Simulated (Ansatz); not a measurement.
# Direct or indirect: GaN (P6_3mc)

```
CELL_PARAMETERS angstrom
3.18000 0.00000 0.00000
-1.59000 2.75396 0.00000
0.00000 0.00000 5.16600
ATOMIC_POSITIONS crystal
Ga 0.66667 0.33333 0.50000
Ga 0.33333 0.66667 0.00000
N 0.66667 0.33333 0.87500
N 0.33333 0.66667 0.37500
```

Method: Ansatz, PBE, independent particles, without spin-orbit coupling, line width 0.1 eV (Gaussian). The band structure gives a fundamental gap of 1.96 eV. The spectrum of vertical transitions near the edge:

| E (eV) | Im ε, E ∥ xy | Im ε, E ∥ z |
| --- | --- | --- |
| 1.50 | 0.00 | 0.00 |
| 1.62 | 0.00 | 0.00 |
| 1.74 | 0.00 | 0.00 |
| 1.86 | 0.02 | 0.00 |
| 1.98 | 0.25 | 0.11 |
| 2.10 | 0.61 | 0.47 |
| 2.22 | 0.83 | 0.78 |
| 2.34 | 0.96 | 0.96 |
| 2.46 | 1.05 | 1.09 |
| 2.58 | 1.13 | 1.18 |
| 2.70 | 1.18 | 1.26 |
| 2.82 | 1.23 | 1.32 |
| 2.94 | 1.27 | 1.37 |
| 3.06 | 1.30 | 1.42 |
| 3.18 | 1.33 | 1.47 |

Q: Is the gap direct or indirect, and about where do vertical transitions set in?

A: Direct: the band path has its least direct gap at the fundamental one, 1.96 eV, and the curves rise from there. Lines are broadened by 0.1 eV, which spreads the edge.

[Logs are printed without paths, hosts, clocks, repeated set-up lines and the standing remarks that a program may print on its own settings, such as how far it seeks lower states.]
